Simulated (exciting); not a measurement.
Consider C (Diamond), space group Fd-3m.

```xyz
2
Lattice="0.0000 1.7834 1.7834 1.7834 0.0000 1.7834 1.7834 1.7834 0.0000" Properties=species:S:1:pos:R:3 pbc="T T T"
C     2.6751    2.6751    2.6751
C     1.7834    1.7834    1.7834
```

Absorber: atom 1, with 4 C at 1.54 Å (tetrahedral, site symmetry -43m). Method: exciting, all-electron LAPW+lo, LDA, exchange and screened direct term (singlet BSE), 6×6×6 shifted k points, 8 conduction bands, |G+q| up to 3 bohr⁻¹, full RPA screening with nempty = 25, Lorentzian half width 0.45 eV.

**Question.** Predict the C K near-edge structure at this level.

Bound core exciton? Yes on this mesh: the first bright state (over 5 % of the brightest) lies at -0.54 eV from the Kohn–Sham onset. Maxima (height): -0.2 eV (1.00), 6.8 eV (0.35) and 15.1 eV (0.29).

Energy from the Kohn–Sham onset, core level to the lowest empty state found on the meshes used; Im ε in relative units:

| E (eV) | Im ε |
| --- | --- |
| -4.5 | 0.02 |
| -4.0 | 0.03 |
| -3.5 | 0.04 |
| -3.0 | 0.05 |
| -2.5 | 0.06 |
| -2.0 | 0.09 |
| -1.5 | 0.16 |
| -1.0 | 0.33 |
| -0.5 | 0.80 |
| 0.0 | 0.99 |
| 0.5 | 0.93 |
| 1.0 | 0.78 |
| 1.5 | 0.69 |
| 2.0 | 0.64 |
| 2.5 | 0.55 |
| 3.0 | 0.47 |
| 3.5 | 0.39 |
| 4.0 | 0.36 |
| 4.5 | 0.35 |
| 5.0 | 0.32 |
| 5.5 | 0.32 |
| 6.0 | 0.31 |
| 6.5 | 0.33 |
| 7.0 | 0.35 |
| 7.5 | 0.32 |
| 8.0 | 0.28 |
| 8.5 | 0.24 |
| 9.0 | 0.23 |
| 9.5 | 0.19 |
| 10.0 | 0.15 |
| 10.5 | 0.12 |
| 11.0 | 0.09 |
| 11.5 | 0.08 |
| 12.0 | 0.08 |
| 12.5 | 0.11 |
| 13.0 | 0.16 |
| 13.5 | 0.21 |
| 14.0 | 0.23 |
| 14.5 | 0.25 |
| 15.0 | 0.29 |
| 15.5 | 0.25 |
| 16.0 | 0.21 |
| 16.5 | 0.21 |
| 17.0 | 0.21 |
| 17.5 | 0.19 |

A mesh of 216 points doesn't converge binding energies. The kernel cutoff is low for a compact core orbital, so the effect of exchange is a lower bound. The zero comes from the unshifted 7×7×7 ground-state mesh; it is exact only where the band minimum lies on that mesh. The structure is a published determination, not relaxed.

[Banner, clock and machine lines of the logs are left out without a mark of their own.]

[Logs are printed without paths, hosts, clocks, repeated set-up lines and the standing remarks that a program may print on its own settings, such as how far it seeks lower states.]

[Hosts, paths, dates, database ids (printed as entryN), source tags and the programs' standing remarks are cut or masked in the printed files.]
